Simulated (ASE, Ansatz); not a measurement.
# Localised basis functions on C(111) slab, H on the bottom face (272 atoms), part 2 of 2

Wanted: errors and times of a linear-scaling basis for C(111) slab, H on the bottom face (272 atoms). A setting counts as converged where the r.m.s. difference of forces stays under 1 % of the r.m.s. force.

Ansatz 0.2.0; Kohn-Sham DFT, PBE+D3(BJ), PAW (set soft_2), plane waves.

The cell: 256 C and 16 H. Beside vacuum, support functions can miss their usual error bounds without a warning. The main run has no spin polarisation.

So far: The starting structure; Plane-wave single point.

**3. Local order**

Bonds and neighbours are counted at the geometry of the runs.

Normalised to the volume that the atoms fill. g(r), total and by pair (bins of 0.1 Å):

```
r (Å)  total   C-C   C-H    H-H
 0.95   0.00  0.00  0.00   0.00
 1.05   0.36  0.00  3.24   0.00
 1.15   0.11  0.00  0.98   0.00
 1.25   0.00  0.00  0.00   0.00
 1.35   0.00  0.00  0.00   0.00
 1.45   0.51  0.57  0.00   0.00
 1.55   6.51  7.35  0.00   0.00
 1.65   0.13  0.15  0.00   0.00
 1.75   0.00  0.00  0.00   0.00
 1.85   0.00  0.00  0.00   0.00
 1.95   0.00  0.00  0.00   0.00
 2.05   0.00  0.00  0.00   0.00
 2.15   0.30  0.00  2.72   0.00
 2.25   0.05  0.00  0.44   0.00
 2.35   0.00  0.00  0.00   0.00
 2.45   1.83  2.01  0.00  14.60
 2.55   6.18  6.74  0.00  60.20
 2.65   0.04  0.02  0.26   0.00
 2.75   0.41  0.00  3.70   0.00
 2.85   0.13  0.15  0.00   0.00
 2.95   4.99  5.64  0.00   0.00
 3.05   0.33  0.38  0.00   0.00
 3.15   0.00  0.00  0.00   0.00
 3.25   0.02  0.00  0.20   0.00
 3.35   0.13  0.00  1.14   0.00
 3.45   0.15  0.02  1.14   0.00
 3.55   1.58  1.77  0.10   0.00
 3.65   0.23  0.26  0.00   0.00
 3.75   0.00  0.00  0.00   0.00
 3.85   2.16  2.43  0.06   0.00
 3.95   1.10  1.14  0.88   0.00
 4.05   0.00  0.00  0.02   0.00
 4.15   0.15  0.00  1.36   0.00
 4.25   0.15  0.05  0.94   0.00
 4.35   4.24  4.68  0.21  21.40
 4.45   0.73  0.73  0.70   3.54
 4.55   0.41  0.37  0.79   0.00
 4.65   2.46  2.71  0.50   0.00
 4.75   0.05  0.03  0.17   0.00
 4.85   0.00  0.00  0.00   0.00
 4.95   0.22  0.12  0.99   0.80
 5.05   1.74  1.87  0.22  17.50
 5.15   0.18  0.06  1.06   0.38
 5.25   2.60  2.89  0.40   0.00
```

Bonds by pair of elements; cutoffs follow the first minimum of g(r), held within bounds set by covalent radii, and pairs that aren't listed don't count as bonded:

```
pair A-B  cutoff (Å)  bonds  mean length (Å)  spread (Å)  shortest (Å)  B about A  A about B
     C-C        1.85    496             1.54       0.028          1.46       3.88       3.88
     C-H        1.34     16             1.08       0.022          1.03      0.062          1
```

How many atoms have how many bonded neighbours:

```
element  mean   1   3    4
      C  3.94   0  16  240
      H     1  16   0    0
```

Bond angles, per cent of each kind in bins of 5°:

```
angle (°)  C-C-C  C-C-H
  100–105    0.1    2.1
  105–110   63.0   45.8
  110–115   36.9   52.1
```

Bond angles (no mean is given where the spread exceeds 20°):

```
angle  count  mean (°)  spread (°)
C-C-C   1440       109         1.6
C-C-H     48       110         1.6
```

Bond length by coordination (bonds to H left out):

```
element  coordination  atoms  mean bond length (Å)
      C             3     16                  1.55
      C             4    240                  1.54
```

For some of the pairs, g(r) has its first main peak near 1.54 Å (C-C), 1.08 Å (C-H) and 2.52 Å (H-H). Counting bonds as in the table, 94 % of C atoms have 4 and all H atoms have 1 bonded neighbour. The C-C-C angle averages 109° with a spread of 1.6°.

The surroundings of C48, which bears the longest force among the free atoms, nearest first, numbered as they follow in the input and with coordinates relative to it.

```
atom      x      y      z  distance (Å)  bonds  intrinsic-atomic-orbital charge (e)     Fx     Fy  Fz (eV/Å)
 C48   0.00   0.00   0.00          0.00      4                                -0.02   0.26   1.16       5.58
 C45   0.04   0.02  -1.49          1.49      4                                 0.02  -1.53   0.27      -1.74
 C95   1.28  -0.67   0.55          1.54      3                                -0.04  -0.27  -1.06      -3.88
 C47  -1.29  -0.71   0.52          1.56      3                                -0.02   0.82   0.23      -4.18
C223   0.04   1.49   0.55          1.59      3                                -0.04  -1.06  -0.63      -3.80
 C78  -0.01  -1.42  -2.03          2.47      4                                 0.00   0.76  -0.32      -0.52
 C32  -1.25  -2.14   0.00          2.47      4                                -0.02  -0.30  -0.85       4.78
 C46  -1.24   0.79  -2.02          2.49      4                                 0.00   0.35  -1.15      -0.96
 C80   1.27  -2.15   0.00          2.50      4                                -0.02   0.40  -0.19       5.09
 C94   1.27   0.75  -2.04          2.52      4                                 0.00   0.62  -0.17       0.40
 C16  -2.52   0.04   0.00          2.53      4                                -0.02   0.16  -0.04       4.46
C224   1.29   2.18   0.03          2.54      4                                -0.02  -0.54   1.02       3.78
 C96   2.54   0.01   0.03          2.54      4                                -0.02  -0.12   0.57       4.77
C176  -1.28   2.21   0.06          2.56      4                                -0.02   0.89   0.14       4.31
```

The column of bonds counts only the pairs C-C within 1.85 Å, C-H within 1.34 Å; other neighbours, such as metal atoms beside each other in a compound, aren't counted, and periodic images can show an atom twice.

**4. Support functions medium**

With localised support functions most steps grow linearly with size, though the diagonalisation grows faster unless the density matrix is cut; this run measures error and cost at this size.

This step: Kohn-Sham DFT, PBE+D3(BJ), PAW (set soft_2), localised support functions (medium) (Ansatz 0.2.0).

Input file input.yaml:

```yaml
crystal:
  lattice:
    - [10.089, 0.0, 0.0]
    - [-5.0445, 8.73733, 0.0]
    - [0.0, 0.0, 26.02071]
  atoms:
    [... the 272 atom lines of step 2 ...]
kpoints:
  mp_grid: { grid: [2, 2, 1] }
hamiltonian:
  xc: pbe
  dispersion: d3bj
scf:
  occupations: { method: fermi_dirac, width: 0.05 }
  eigensolver: { kind: { support_functions: { accuracy: medium } } }
  mixing: { beta: 0.2 }
  max_iter: 150
output:
  forces: true
  eigenvalues: true
```

Launch:

```
$ ansatz run input.yaml --threads 8 --pin off --max-ram 15872MiB --backend cpu --events-out ev --progress --plain --runs-dir out
```

Numbers of over 12 decimals in the logs are rounded to 6 here.

What it wrote:

```text
Warning: scf.eigensolver.kind.support_functions: disabling space-group detection — the functions' gradient is summed over unrotated k-points, so no spatial operation reduces the k-mesh or symmetrises the density; time reversal is kept, so that k and −k are solved as one point where they differ and the mesh holds both, and exact exchange and, on two spinor components, a DFT+U term hold to it where the run has them: [...]
settings of this run that can trade accuracy for cost: scf.eigensolver.kind.support_functions [...]
[...]
Crystal: 272 atoms, lattice volume = 2293.750 Å³
Basis set: ecut = 420 eV, 44883 PW (Γ), exchange–correlation on 144×144×360 points (8 copies of the dense FFT grid, shifted against one another)
Bands: 624, of which v1, the nominal top of the filled ones, is band 520 counted from 1 (519 counted from 0)
Symmetry: 1 space group operations
k-points: 4
[...]
SCF iter   1: F=—  HF=-64482.136182 eV  |F-HF|=—  |Δ(HF+E_count)|=         —  Δρ=9.87e-2  dr2=1.73e2  ethr=1.00e-1
[...]
SCF iter  25: F=—  HF=-64466.383668 eV  |F-HF|=—  |Δ(HF+E_count)|=   4.65e-6  Δρ=1.48e-5  dr2=7.76e-6  ethr=1.32e-9  κ⁻¹=2.4e-4(r=7)
SCF iter  26: F=-64466.383668 eV  HF=-64466.383670 eV  |F-HF|=1.42e-6  |Δ(HF+E_count)|=   1.64e-6  Δρ=1.20e-5  dr2=5.00e-6  ethr=7.46e-10
SCF 1 converged in 26 iterations: F = -64466.411113 eV  dr2 = 5.00e-6
[...]
SCF converged after 26 iterations
Stability not checked: this state was not tested for a lower state beside it, because the mixer in use, unlike msr1, does not test its closes by its own steps (another_mixer; see scf.mixing.algorithm and scf.lower_state_search)
Free energy (F): -64466.411113 eV
[...]
Internal energy: -64465.701965 eV  (E = F + TS)
E sigma→0 (E₀):  -64466.056539 eV
Entropy (-TS):   -0.709147 eV (-2.607 meV/atom)
Fermi energy:    7.485976 eV
[...]
Σ components = -64466.411113   (vs F -64466.411113, Δ=0.00e0)
--- Forces (eV/Å), atoms counted from 1 ---
  atom   1  C     -1.00745060     0.31272101    -1.14968261
  atom   2  C      0.58951161    -0.46889982     4.76068601
  atom   3  C      1.33334901    -0.36590564    -1.84616608
  atom   4  C     -0.45017188     1.32589894     0.08403854
[...]
atom 272  H      0.06025962    -0.04956378    -0.80345369
  max |Σ_I F_I| component: 1.91e-2 eV/Å
--- Band table (eV) ---
[...]
```

Wall time 5.5 min (8 threads of Arm Neoverse V2, shared host); peak memory 5.8 GiB; 43 min of CPU time.

The program notes that the band table was not solved further than the SCF left it and it switched symmetry off.

Keys that differ from the reference: support_functions.accuracy = "medium", scf.max_iter = 150 and scf.mixing.beta = 0.2.

Forces differ from the reference by 1.8 meV/Å r.m.s., 0.14 % of their size, well within a tolerance of 1 %; the energy by -3.9 meV/atom.

**5. The ladder side by side**

Each row is set against the plane-wave reference (Kohn-Sham DFT, PBE+D3(BJ), PAW (set soft_2), plane waves; r.m.s. force component 1.30 eV/Å). Energies are set beside the reference only for runs with its functional, potentials and electron count. Times are for 8 threads of Arm Neoverse V2, shared host. The reference's time includes the DOS and grids, which some other runs skip.

```
                     run  Δ force, r.m.s. (meV/Å)  share of r.m.s. force (%)  Δ energy (meV/atom)  cycles     time  host memory (GiB)
               reference                        -                          -                    -      26  7.2 min                 12
support functions medium                     1.78                      0.137                -3.92      26  5.5 min                5.8
```

**6. Summary of results**

* free energy per atom: -237.0049 eV/atom
* r.m.s. force component: 1.301 eV/Å
* wall time of the 2 DFT runs: 13 min

**Reading.** Against plane waves at 420 eV, the forces differ by 1.8 meV/Å (0.14 %) with support functions medium. Differences between support functions and plane waves include what basis error the plane-wave run still has.

61 levels are partly filled, by over 2 % (on the run's k-points): no clear gap opens at this level. Levels of broken or missing bonds inside a gap of the host would look the same. Counting bonds as in the table, 94 % of C atoms have 4 and all H atoms have 1 bonded neighbour.

What to keep in mind: The geometry was built by rule, was displaced at random and isn't relaxed at this level: its force components are 1.3 eV/Å r.m.s. The slab bears a dipole and has periodic images along its normal, so a spurious field crosses the vacuum.

[Logs are printed without paths, hosts, clocks, repeated set-up lines and the standing remarks that a program may print on its own settings, such as how far it seeks lower states.]

[Hosts, paths, dates, database ids (printed as entryN), source tags and the programs' standing remarks are cut or masked in the printed files.]
